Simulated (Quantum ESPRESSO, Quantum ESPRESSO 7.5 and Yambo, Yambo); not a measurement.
# A GW chain in Yambo: AlN (F-43m)

Wanted: ground state, empty states, screening and self-energy for AlN (F-43m).

Main program and level: Quantum ESPRESSO 7.5 and Yambo 5.3.0; PBE and many-body steps on it, plane waves.

This is a report of a sequence of runs, with most program output left out.

## (1) Set-up

Symmetry: F-43m, No. 216, cubic system. The conventional cell has a = 4.368 Å, b = 4.368 Å, c = 4.368 Å, α = 90.00°, β = 90.00°, γ = 90.00°. Al has 4 N at 1.89 Å nearest. Nearest to N lie 4 Al at 1.89 Å. Farther neighbours and most contacts between anions are not listed.

Coordinates:

```cif
data_structure
_symmetry_space_group_name_H-M 'F-43m'
_symmetry_Int_Tables_number 216
_cell_length_a 4.3680
_cell_length_b 4.3680
_cell_length_c 4.3680
_cell_angle_alpha 90.000
_cell_angle_beta 90.000
_cell_angle_gamma 90.000
_cell_volume 83.34
loop_
_atom_site_label
_atom_site_type_symbol
_atom_site_symmetry_multiplicity
_atom_site_Wyckoff_symbol
_atom_site_fract_x
_atom_site_fract_y
_atom_site_fract_z
_atom_site_occupancy
Al1 Al 4 a 0.00000 0.00000 0.00000 1
N1 N 4 c 0.25000 0.25000 0.25000 1
```

The cell and positions are those that the Materials Project relaxed with its own functionals (PBE, PBE+U or r2SCAN), kept fixed. This is not the form that AlN usually takes at ambient conditions.

## (2) Ground state

This step: Quantum ESPRESSO 7.5; DFT, PBE, plane waves, norm-conserving pseudopotentials.

The ground-state density comes first.

Contents of pw.in:

```
&control
  calculation = 'scf'
  prefix = 'x'
  outdir = 'o'
  pseudo_dir = 'pseudo'
/
&system
  ibrav = 0
  nat = 2
  ntyp = 2
  ecutwfc = 72.0
  nbnd = 9
  force_symmorphic = .true.
/
&electrons
  conv_thr = 1e-10
  electron_maxstep = 80
  mixing_beta = 0.5
/
ATOMIC_SPECIES
  Al 26.982 Al.upf
  N 14.007 N.upf
CELL_PARAMETERS angstrom
  -0.0000000000 2.1839935596 2.1839935596
  2.1839935596 -0.0000000000 2.1839935596
  2.1839935596 2.1839935596 -0.0000000000
ATOMIC_POSITIONS crystal
  Al 0.0000000000 0.0000000000 0.0000000000
  N 0.7500000000 0.7500000000 0.7500000000
K_POINTS automatic
  8 8 8 0 0 0
```

On the command line:

```sh
$ OMP_NUM_THREADS=1 mpirun -n 8 pw.x -nk 8 -in pw.in > pw.out
```

Elapsed: 1.8 s, on 8 MPI ranks of Arm Neoverse V1, shared host; peak memory 0.05 GiB; 13 s of CPU time.

Numbers from this step:

```
total energy               : -348.1006 eV
gap                        : 3.325 eV
k of the valence top       : 0, 0, 0
k of the conduction bottom : 0, -0.5, -0.5
least direct gap           : 4.192 eV
```

The gap is indirect, with the least direct gap 0.87 eV higher.

## (3) Bands along the symmetry lines

Levels along a band path, at the cheap level, show where the edges lie and whether the meshes to come will hold them.

Contents of pw.in:

```
&control
  calculation = 'bands'
  prefix = 'x'
  outdir = 'o'
  pseudo_dir = 'pseudo'
/
&system
  ibrav = 0
  nat = 2
  ntyp = 2
  ecutwfc = 72.0
  nbnd = 10
  force_symmorphic = .true.
/
&electrons
  conv_thr = 1e-9
  electron_maxstep = 80
  diago_full_acc = .true.
  diago_thr_init = 5e-6
/
ATOMIC_SPECIES
  Al 26.982 Al.upf
  N 14.007 N.upf
CELL_PARAMETERS angstrom
  -0.0000000000 2.1839935596 2.1839935596
  2.1839935596 -0.0000000000 2.1839935596
  2.1839935596 2.1839935596 -0.0000000000
ATOMIC_POSITIONS crystal
  Al 0.0000000000 0.0000000000 0.0000000000
  N 0.7500000000 0.7500000000 0.7500000000
K_POINTS crystal
  50
  0.00000000 0.00000000 0.00000000 1
  -0.06250000 -0.06250000 0.00000000 1
  -0.12500000 -0.12500000 0.00000000 1
  -0.18750000 -0.18750000 0.00000000 1
  -0.25000000 -0.25000000 0.00000000 1
  -0.31250000 -0.31250000 0.00000000 1
  -0.37500000 -0.37500000 0.00000000 1
  -0.43750000 -0.43750000 0.00000000 1
  -0.50000000 -0.50000000 0.00000000 1
  -0.48437500 -0.48437500 0.03125000 1
  -0.46875000 -0.46875000 0.06250000 1
  -0.45312500 -0.45312500 0.09375000 1
  -0.43750000 -0.43750000 0.12500000 1
  -0.42187500 -0.42187500 0.15625000 1
  -0.40625000 -0.40625000 0.18750000 1
  -0.39062500 -0.39062500 0.21875000 1
  -0.37500000 -0.37500000 0.25000000 1
  -0.37500000 0.00000000 0.37500000 1
  -0.32812500 0.00000000 0.32812500 1
  -0.28125000 0.00000000 0.28125000 1
  -0.23437500 0.00000000 0.23437500 1
  -0.18750000 0.00000000 0.18750000 1
  -0.14062500 0.00000000 0.14062500 1
  -0.09375000 0.00000000 0.09375000 1
  -0.04687500 0.00000000 0.04687500 1
  0.00000000 0.00000000 0.00000000 1
  0.00000000 0.00000000 0.06250000 1
  0.00000000 0.00000000 0.12500000 1
  0.00000000 0.00000000 0.18750000 1
  0.00000000 0.00000000 0.25000000 1
  0.00000000 0.00000000 0.31250000 1
  0.00000000 0.00000000 0.37500000 1
  0.00000000 0.00000000 0.43750000 1
  0.00000000 0.00000000 0.50000000 1
  -0.06250000 -0.03125000 0.46875000 1
  -0.12500000 -0.06250000 0.43750000 1
  -0.18750000 -0.09375000 0.40625000 1
  -0.25000000 -0.12500000 0.37500000 1
  -0.31250000 -0.15625000 0.34375000 1
  -0.37500000 -0.18750000 0.31250000 1
  -0.43750000 -0.21875000 0.28125000 1
  -0.50000000 -0.25000000 0.25000000 1
  -0.50000000 -0.28125000 0.21875000 1
  -0.50000000 -0.31250000 0.18750000 1
  -0.50000000 -0.34375000 0.15625000 1
  -0.50000000 -0.37500000 0.12500000 1
  -0.50000000 -0.40625000 0.09375000 1
  -0.50000000 -0.43750000 0.06250000 1
  -0.50000000 -0.46875000 0.03125000 1
  -0.50000000 -0.50000000 0.00000000 1
```

Elapsed: 1.3 s, on 8 MPI ranks; peak memory 0.05 GiB; 9.9 s of CPU time.

Numbers from this step:

| Quantity | Value |
| --- | --- |
| gap | 3.325 eV |
| k of the valence top | 0, 0, 0 |
| k of the conduction bottom | -0.5, -0.5, 0 |
| least direct gap | 4.192 eV |

The gap is 3.325 eV, as in the run before at this level.

Electronic bands along the path, in eV, zero at the top of the highest filled band; v1 is the highest filled band, c1 the lowest empty one:

```tsv
point	v4	v3	v2	v1	c1	c2	c3	c4
Γ	-14.97	0.00	0.00	0.00	4.19	12.59	12.59	12.59
halfway	-13.84	-2.88	-0.98	-0.98	5.96	10.29	11.51	14.02
X	-12.28	-4.90	-1.78	-1.78	3.32	8.65	13.92	15.70
halfway	-12.27	-4.73	-2.47	-1.67	3.96	9.19	13.67	15.23
U	-12.30	-4.25	-3.63	-1.37	5.17	10.12	13.05	14.17
jump to K	-12.30	-4.25	-3.63	-1.37	5.17	10.12	13.05	14.17
halfway	-13.74	-3.54	-1.50	-0.20	7.34	10.30	11.41	12.58
Γ	-14.97	0.00	0.00	0.00	4.19	12.59	12.59	12.59
halfway	-14.12	-3.26	-0.26	-0.26	6.45	10.98	12.35	12.35
L	-12.92	-5.86	-0.48	-0.48	7.39	9.85	11.17	11.17
halfway	-12.60	-5.14	-2.22	-1.12	7.11	9.26	12.17	12.69
W	-12.23	-3.77	-3.44	-2.70	6.05	11.45	11.98	12.16
halfway	-12.25	-4.56	-2.40	-2.29	4.57	9.69	13.40	13.89
X	-12.28	-4.90	-1.78	-1.78	3.32	8.65	13.92	15.70
```

## (4) Empty states on the mesh, 6×6×6 mesh, 137 bands

The sums over transitions need many empty states on a uniform mesh; this step solves for them.

Contents of pw.in:

```
&control
  calculation = 'nscf'
  prefix = 'x'
  outdir = 'o'
  pseudo_dir = 'pseudo'
/
&system
  ibrav = 0
  nat = 2
  ntyp = 2
  ecutwfc = 72.0
  nbnd = 137
  force_symmorphic = .true.
/
&electrons
  conv_thr = 1e-9
  electron_maxstep = 80
  diago_full_acc = .true.
  diago_thr_init = 5e-6
/
ATOMIC_SPECIES
  Al 26.982 Al.upf
  N 14.007 N.upf
CELL_PARAMETERS angstrom
  -0.0000000000 2.1839935596 2.1839935596
  2.1839935596 -0.0000000000 2.1839935596
  2.1839935596 2.1839935596 -0.0000000000
ATOMIC_POSITIONS crystal
  Al 0.0000000000 0.0000000000 0.0000000000
  N 0.7500000000 0.7500000000 0.7500000000
K_POINTS automatic
  6 6 6 0 0 0
```

On the command line:

```sh
$ OMP_NUM_THREADS=1 mpirun -n 8 pw.x -nk 4 -in pw.in > pw.out
```

It took 4.6 s on 8 MPI ranks; peak memory 0.42 GiB; 36 s of CPU time.

This step gave:

```yaml
gap: 3.325 eV
k_of_the_valence_top: 0, 0, 0
k_of_the_conduction_bottom: 0, -0.5, -0.5
least_direct_gap: 4.192 eV
k_points_computed: 16
lowest_point_of_the_top_converged_band_above_the_valence_top: 176.4953 eV
```

On this mesh the gap is 3.325 eV.

## (5) Conversion and set-up

This step: Yambo 5.3.0; conversion and set-up on PBE, plane waves, norm-conserving pseudopotentials.

The states are converted to the many-body program's format and the q mesh is built.

On the command line:

```sh
$ (cd o/x.save; p2y > p2y.log; mv SAVE ../..); yambo > setup.log
```

Run time: 2.3 s. Hardware: 1 MPI rank; peak memory 0.23 GiB.

## (6) Screening and self-energy, 6×6×6 mesh, 137 bands, screening to 217.7 eV

Now the one-shot GW correction: screening in the RPA, then the self-energy of the levels asked for.

This step: G0W0 on PBE, plane waves, norm-conserving pseudopotentials.

Contents of gw3.in:

```
HF_and_locXC
gw0
dyson
ppa
em1d
rim_cut
RandQpts= 1000000
RandGvec= 1 RL
EXXRLvcs= 72 Ry
VXCRLvcs= 288 Ry
Chimod= "HARTREE"
% BndsRnXp
 1 | 137 |
%
NGsBlkXp= 16 Ry
% LongDrXp
 1 | 1 | 1 |
%
% GbndRnge
 1 | 137 |
%
DysSolver= "n"
ExtendOut
PPAPntXp= 27.21138 eV
% QPkrange
 1 | 1 | 3 | 6 |
 13 | 13 | 3 | 6 |
%
```

On the command line:

```sh
$ OMP_NUM_THREADS=1 mpirun -n 8 yambo -F gw3.in -J gw3 -C gw3 > gw3.log
```

It took 93 s on 8 MPI ranks; peak memory 2.8 GiB.

Numbers from this step:

```yaml
g0w0_gap_on_the_points_computed: 4.576 eV
starting_gap_on_the_mesh: 3.325 eV
k_of_the_valence_top: 0, 0, 0
k_of_the_conduction_bottom: 0, -0.5, -0.5
least_direct_g0w0_gap_on_the_computed_points: 5.616 eV
z_at_the_valence_top: 0.7898
z_at_the_conduction_bottom: 0.8389
```

The gap on the mesh goes from 3.32 eV to 4.58 eV, a correction of +1.25 eV.

Limits: finite bands, cutoff and mesh. v1 is the top filled band, c1 the lowest empty one. The levels before and after the correction (eV, zero at the valence-band top of each column):

```tsv
	conduction bottom	valence top
Kohn-Sham	3.32	0.00
G0W0	4.58	0.00
```

```tsv
	level	energy (eV)
Kohn-Sham	Γ v2-v1	0.000
Kohn-Sham	Γ c1	4.192
Kohn-Sham	Γ c2	12.589
Kohn-Sham	(0 -0.5 -0.5) v2-v1	-1.775
Kohn-Sham	(0 -0.5 -0.5) c1	3.325
Kohn-Sham	(0 -0.5 -0.5) c2	8.652
G0W0	Γ v2-v1	0.000
G0W0	Γ c1	5.616
G0W0	Γ c2	14.102
G0W0	(0 -0.5 -0.5) v2-v1	-2.059
G0W0	(0 -0.5 -0.5) c1	4.576
G0W0	(0 -0.5 -0.5) c2	10.145
```

## (7) Where the time went

Times are wall times on the hardware named with each run, good to a factor of about two.

```tsv
step	time	share	memory (GiB)
ground state	1.8 s	2 %	0.05
bands along the symmetry lines	1.3 s	1 %	0.05
empty states on the mesh	4.6 s	4 %	0.42
conversion and set-up	2.3 s	2 %	0.23
screening and self-energy	93 s	90 %	2.8
```

## (8) Summary of results

| Quantity | Value |
| --- | --- |
| PBE gap | 3.32 eV, indirect |
| G0W0 gap on the mesh | 4.58 eV |
| GW settings | 6×6×6 mesh, 137 bands, screening to 217.7 eV, Godby-Needs plasmon pole |
| known limits | not at the basis limit |

G0W0 moves the gap on the mesh from 3.32 eV to 4.58 eV (+1.25 eV), with Z of 0.79 and 0.84 at the edges. Only 2 of the mesh's irreducible points were corrected, so a valley elsewhere could overtake. The dearest step here is «screening and self-energy». Bands and cutoff are finite, so the gap is not at the basis limit. The miss can reach some tenths of an eV and take either sign; the mesh is an error of its own. In the G0W0 run levels were corrected at 2 k points alone, so a gap called «on the mesh» is the least over those, and an edge elsewhere would be missed.

[Paths, hosts, dates, memory and timing lines, banners, echoed tables and standing remarks are left out of the program output.]

[Logs are printed without paths, hosts, clocks, repeated set-up lines and the standing remarks that a program may print on its own settings, such as how far it seeks lower states.]

[Runs of the session that timed out or met a known fault of the program may be left out.]

[Hosts, paths, dates, database ids (printed as entryN), source tags and the programs' standing remarks are cut or masked in the printed files.]
